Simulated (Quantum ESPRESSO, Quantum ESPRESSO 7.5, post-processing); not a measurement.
# 1T-SnSe2, 1 layer, stepped through the share of short-range exact exchange

Aim: how the results for 1T-SnSe2, 1 layer change with the share of short-range exact exchange.

Program: Quantum ESPRESSO 7.5. Level of theory: plane-wave DFT, PBE, SG15 norm-conserving pseudopotentials (geometry by pw.x at PBE, GBRV ultrasoft). Results are calculated unless marked as measured.

Most raw output is cut from this account.

### 1. The starting structure

The cell holds 3 atoms: 2 Se and 1 Sn. Cell: a = 3.870 Å, b = 3.870 Å, c = 17.110 Å, α = 90.0°, β = 90.0°, γ = 120.0°. It derives from SnSe2. Vacuum lies along c.

Set-up: Cell and atoms are relaxed under PBE (GBRV files) and held. Screened hybrids with norm-conserving files, screening 0.106 per bohr, fixed occupations, a 9×9×1 mesh with exchange on 3×3×1 q points. Levels count from the potential in the middle of the vacuum.

Members 0.15, 0.2 and 0.25 took the same steps and show in the table alone.

### 2. Variable-cell relaxation of the reference

What the set-up leaves free in this member is relaxed.

ref.relax.in

```
&control
  prefix = 'ref.relax'
  outdir = './out'
  pseudo_dir = './pseudo'
  nstep = 80
  forc_conv_thr = 0.0004
  calculation = 'vc-relax'
  etot_conv_thr = 1e-06
/
&system
  ibrav = 0
  nat = 3
  ntyp = 2
  ecutwfc = 50
  ecutrho = 250
  occupations = 'smearing'
  smearing = 'fd'
  degauss = 0.004
/
&electrons
  conv_thr = 1e-09
  mixing_beta = 0.4
  electron_maxstep = 120
  mixing_mode = 'plain'
/
&ions
/
&cell
  cell_dofree = '2Dxy'
  press_conv_thr = 0.3
/
ATOMIC_SPECIES
  Se  78.9710  se_pbe_v1.uspp.F.UPF
  Sn  118.7100  sn_pbe_v1.4.uspp.F.UPF
CELL_PARAMETERS angstrom
  3.87000000000000 0.00000000000000 0.00000000000000
  -1.93500000000000 3.35151831264578 0.00000000000000
  0.00000000000000 0.00000000000000 17.11048904285239
ATOMIC_POSITIONS crystal
  Se  0.666666666700 0.333333333300 0.438327623554
  Sn  0.000000000000 0.000000000000 0.500000000000
  Se  0.333333333300 0.666666666700 0.561672376446
K_POINTS automatic
  12 12 1 0 0 0
```

On the command line:

```console
OMP_NUM_THREADS=1 mpirun -n 4 pw.x -nk 4 -in ref.relax.in > ref.relax.out
```

Run time: 5.1 min. Hardware: 4 MPI ranks of Arm Neoverse V1, shared host; peak memory 0.73 GiB; 20 min of CPU time.

Relaxation path:

```
step  energy less that of the first step (eV)  largest force (eV/Å)  volume (Å³)
   1                                   0.0000                5.2771       221.93
   2                                  -1.3713                3.5729       230.23
   3                                  -2.2067                2.1618       237.32
   4                                  -2.6543                0.6894       244.05
   5                                  -2.7011                0.2755       244.63
   6                                  -2.7275                0.0566       243.23
   7                                  -2.7654                0.1457       239.53
   8                                  -2.8138                0.3041       233.22
   9                                  -2.8628                0.3496       223.92
  10                                  -2.8820                0.1600       218.34
  11                                  -2.8848                0.0199       218.56
  12                                  -2.8849                0.0002       218.92
  13                                  -2.8849                0.0002       218.92
  14                                  -2.8796                0.0001       218.92
```

```
cell as run  before  after  change
      a (Å)   3.870  3.844  -0.7 %
      b (Å)   3.870  3.844  -0.7 %
```

The atoms that moved most (Å, along periodic axes as changes of fractional coordinates times the final cell, across vacuum about the mean position):

```
atom     dx     dy      dz  length
 Se3  0.000  0.000   0.548   0.548
 Se1  0.000  0.000  -0.548   0.548
```

The relaxed structure:

```xyz
3
Lattice="3.8437 0.0000 0.0000 -1.9218 3.3287 0.0000 0.0000 0.0000 17.1105" Properties=species:S:1:pos:R:3
Se    1.9218    1.1096    6.9516
Sn    0.0000    0.0000    8.5552
Se    0.0000    2.2192   10.1589
```

 The last row is no step: it is a fresh SCF in the final cell with a new plane-wave basis, +5 meV from the row before.

Numbers from this step:

```
free energy  : -3354.1213 eV
Fermi energy : -1.157 eV
```

### 3. Ground state, 0

The self-consistent run of this member.

Level of this step: plane-wave DFT, PBE, SG15 norm-conserving pseudopotentials (Quantum ESPRESSO 7.5).

m0.scf.in

```
&control
  prefix = 'm0.scf'
  outdir = './out'
  pseudo_dir = './pseudo'
  calculation = 'scf'
  tprnfor = .true.
/
&system
  ibrav = 0
  nat = 3
  ntyp = 2
  ecutwfc = 60
  ecutrho = 240
  occupations = 'fixed'
  nbnd = 16
/
&electrons
  conv_thr = 1e-08
  mixing_beta = 0.6
  electron_maxstep = 120
/
ATOMIC_SPECIES
  Se  78.9710  Se_ONCV_PBE-1.2.upf
  Sn  118.7100  Sn_ONCV_PBE-1.2.upf
CELL_PARAMETERS angstrom
  3.84368437800000 0.00000000000000 0.00000000000000
  -1.92184218900000 3.32872831500000 0.00000000000000
  0.00000000000000 0.00000000000000 17.11048904300000
ATOMIC_POSITIONS crystal
  Se  0.666666666700 0.333333333300 0.406276276500
  Sn  0.000000000000 0.000000000000 0.500000000000
  Se  0.333333333300 0.666666666700 0.593723723500
K_POINTS automatic
  9 9 1 0 0 0
```

On the command line:

```console
OMP_NUM_THREADS=1 mpirun -n 4 pw.x -nk 4 -in m0.scf.in > m0.scf.out
```

It took 11 s on 4 MPI ranks; peak memory 0.44 GiB.

This step gave:

| Property | Result |
| --- | --- |
| free energy | -2157.0245 eV |
| valence top, on the run's zero | -1.312 eV |
| conduction bottom, on the run's zero | -0.5102 eV |
| gap by band count | 0.8020 eV |

### 4. Potential by pp.x, 0

plot_num = 11 writes the bare and Hartree potential, from which vacuum levels or, in a crystal, the mean potential are read.

m0.pot.in

```
&inputpp
  prefix = 'm0.scf'
  outdir = './out'
  filplot = 'm0.pot.dat'
  plot_num = 11
/
```

On the command line:

```console
OMP_NUM_THREADS=1 mpirun -n 4 pp.x -in m0.pot.in > m0.pot.out
```

Run time: 0.73 s. Hardware: 4 MPI ranks; peak memory 0.09 GiB; 2.6 s of CPU time.

This step gave:

```
potential in the middle of the vacuum, over the valence top : 5.979 eV
```

Electrostatic potential energy of an electron; zero at the highest filled level of the SCF mesh. The potential energy, planar mean by z:

```
z (Å)  potential energy, planar mean (eV)
    0                                5.98
    1                                5.98
    2                                5.98
    3                                5.98
    4                                5.97
    5                                5.85
    6                                3.55
    7                               -11.6
    8                               -5.09
    9                               -6.64
   10                               -10.9
   11                                2.62
   12                                5.80
   13                                5.97
   14                                5.98
   15                                5.98
   16                                5.98
   17                                5.98
```

### 5. SCF with pw.x, 0.1

Level of this step: plane-wave DFT, screened hybrid with 0.1 exact exchange, SG15 norm-conserving pseudopotentials (Quantum ESPRESSO 7.5). input_dft overrides the functional of the files.

m1.scf.in is the input of step 3 with these lines changed:

```diff
@@ -1,3 +1,3 @@
 &control
-  prefix = 'm0.scf'
+  prefix = 'm1.scf'
   outdir = './out'
@@ -15,2 +15,8 @@
   nbnd = 16
+  input_dft = 'hse'
+  exx_fraction = 0.1
+  nqx1 = 3
+  nqx2 = 3
+  nqx3 = 1
+  ecutfock = 60
 /
```

On the command line:

```console
OMP_NUM_THREADS=1 mpirun -n 4 pw.x -nk 4 -in m1.scf.in > m1.scf.out
```

Elapsed: 47 s, on 4 MPI ranks; peak memory 3 GiB; 3.1 min of CPU time.

Read from the output:

```
free energy                          : -2153.5923 eV
valence top, on the run's zero       : -1.503 eV
conduction bottom, on the run's zero : -0.4953 eV
gap by band count                    : 1.007 eV
```

### 6. Self-consistent run, 0.3

Level of this step: plane-wave DFT, screened hybrid with 0.3 exact exchange, SG15 norm-conserving pseudopotentials (Quantum ESPRESSO 7.5). input_dft overrides the functional of the files.

m5.scf.in is the input of step 5 with these lines changed:

```diff
@@ -1,3 +1,3 @@
 &control
-  prefix = 'm1.scf'
+  prefix = 'm5.scf'
   outdir = './out'
@@ -16,3 +16,3 @@
   input_dft = 'hse'
-  exx_fraction = 0.1
+  exx_fraction = 0.3
   nqx1 = 3
```

On the command line:

```console
OMP_NUM_THREADS=1 mpirun -n 4 pw.x -nk 4 -in m5.scf.in > m5.scf.out
```

Wall time 76 s (4 MPI ranks); peak memory 3 GiB.

This step gave:

* free energy: -2146.7896 eV
* valence top, on the run's zero: -1.889 eV
* conduction bottom, on the run's zero: -0.4432 eV
* gap by band count: 1.446 eV

### 7. SCF with pw.x, 0.4

Level of this step: plane-wave DFT, screened hybrid with 0.4 exact exchange, SG15 norm-conserving pseudopotentials (Quantum ESPRESSO 7.5). input_dft overrides the functional of the files.

m6.scf.in is the input of step 6 with these lines changed:

```diff
@@ -1,3 +1,3 @@
 &control
-  prefix = 'm5.scf'
+  prefix = 'm6.scf'
   outdir = './out'
@@ -16,3 +16,3 @@
   input_dft = 'hse'
-  exx_fraction = 0.3
+  exx_fraction = 0.4
   nqx1 = 3
```

On the command line:

```console
OMP_NUM_THREADS=1 mpirun -n 4 pw.x -nk 4 -in m6.scf.in > m6.scf.out
```

Run time: 87 s. Hardware: 4 MPI ranks; peak memory 3 GiB.

This step gave:

| Property | Result |
| --- | --- |
| free energy | -2143.4184 eV |
| valence top, on the run's zero | -2.085 eV |
| conduction bottom, on the run's zero | -0.4063 eV |
| gap by band count | 1.679 eV |

### 8. The series side by side

The series in one table:

```
the share of short-range exact exchange (0.25 is HSE06, 0 is PBE)  gap on the mesh (eV)  vacuum level over the valence top (eV)
                                                                0                 0.802                                   5.979
                                                              0.1                 1.007                                   6.166
                                                             0.15                 1.114                                    6.26
                                                              0.2                 1.222                                   6.355
                                                             0.25                 1.333                                    6.45
                                                              0.3                 1.446                                   6.545
                                                              0.4                 1.679                                   6.737
```

### 9. Worked from the printed numbers

A line through all members has gap = 0.791 + 2.192 α eV and misses single members by up to 0.011 eV; a gap of 1.30 eV, 0.5 above the first member's, would need α = (1.30 − 0.791)/2.192 = 0.23.

### 10. Results

```
gap at a share of 0.25 (HSE06)                     : 1.33 eV
gap on the mesh, at 0 and at 0.4                   : 0.80, 1.68 eV
vacuum level over the valence top, at 0 and at 0.4 : 5.98, 6.74 eV
```

**Reading.** The series holds 7 members; gap at a share of 0.25 (HSE06): 1.33 eV. From 0 to 0.4 the gap on the mesh rises from 0.80 to 1.68 eV. From 0 to 0.4 the vacuum level over the valence top rises from 5.98 to 6.74 eV. The valence top sinks by 1.90 eV and the gap opens by 2.19 eV per unit share, so the valence top carries 87 % of the opening. Gaps are those of the mesh; no spin-orbit coupling; the q mesh was not tested; the geometry stays that of PBE.

[Logs are printed without paths, hosts, clocks, repeated set-up lines and the standing remarks that a program may print on its own settings, such as how far it seeks lower states.]

[Hosts, paths, dates, database ids (printed as entryN), source tags and the programs' standing remarks are cut or masked in the printed files.]

[Maps of the electrostatic potential energy from Ansatz leave out the sawtooth potential of an applied field or a dipole correction, so their vacuum need not be flat; planar profiles and work functions include it.]
